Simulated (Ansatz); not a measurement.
Planning a run of Ansatz 0.2.0 on Ga2S3 (Cc). The input:

```yaml
crystal:
  lattice:
    - [5.77564, -3.3254, 0.0]
    - [5.77564, 3.3254, 0.0]
    - [-3.7792795616, 0.0, 6.2477126519]
  atoms:
    - { symbol: Ga, position: [0.6384297187, 0.4468828539, 0.1316518326] }
    - { symbol: Ga, position: [0.4468828539, 0.6384297187, 0.6316518326] }
    - { symbol: Ga, position: [0.26284988, 0.1416449623, 0.1172428251] }
    - { symbol: Ga, position: [0.1416449623, 0.26284988, 0.6172428251] }
    - { symbol: S, position: [0.9048744553, 0.1126953613, 0.9825423053] }
    - { symbol: S, position: [0.1126953613, 0.9048744553, 0.4825423053] }
    - { symbol: S, position: [0.4068902528, 0.2650787824, 0.4933426405] }
    - { symbol: S, position: [0.2650787824, 0.4068902528, 0.9933426405] }
    - { symbol: S, position: [0.5599436345, 0.7592900987, 0.0080303965] }
    - { symbol: S, position: [0.7592900987, 0.5599436345, 0.5080303965] }
kpoints:
  mp_grid: { grid: [2, 2, 2] }
hamiltonian:
  xc: lda
  pseudopotentials: { kind: paw, azcp: { folder: soft_1 }, xc_functional: pbe }
scf:
  occupations: { method: fixed }
gw:
  n_empty_bands: 802
  ecut_chi: 140
  qp_bands: [v3, c3]
  qp_kpoints: band_edges
  screening: { model: contour_deformation }
```

```sh
ansatz run input.yaml --threads 4 --pin off --max-ram 138240MiB --backend cuda --events-out ev --progress --plain --runs-dir out --devices 1 --max-vram 26GiB
```

Q: How long will it take on 1 × NVIDIA H100 80GB HBM3 (shared by 3 runs) with 4 threads of AMD EPYC 7R13 (Zen 3), shared host, and how much memory?

It took 22 s; on shared hardware allow 11 s to 44 s. Peak host memory was 2.4 GiB. The sizes that set the cost: 4689 plane waves a state, 6 irreducible k points, 846 bands summed, 905 plane waves in the screening and 10 SCF cycles.

The screening grows as filled bands × empty bands × pairs of k points, times the square of the screening basis for the matrix.

[Paths, hosts, dates, memory and timing lines, banners, echoed tables and standing remarks are left out of the program output.]

[Logs are printed without paths, hosts, clocks, repeated set-up lines and the standing remarks that a program may print on its own settings, such as how far it seeks lower states.]

[Runs of the session that timed out or met a known fault of the program may be left out.]

[Cells called generated may have been cut or substituted from an entry of the Crystallography Open Database or the Materials Project.]

[Hosts, paths, dates, database ids (printed as entryN), source tags and the programs' standing remarks are cut or masked in the printed files.]
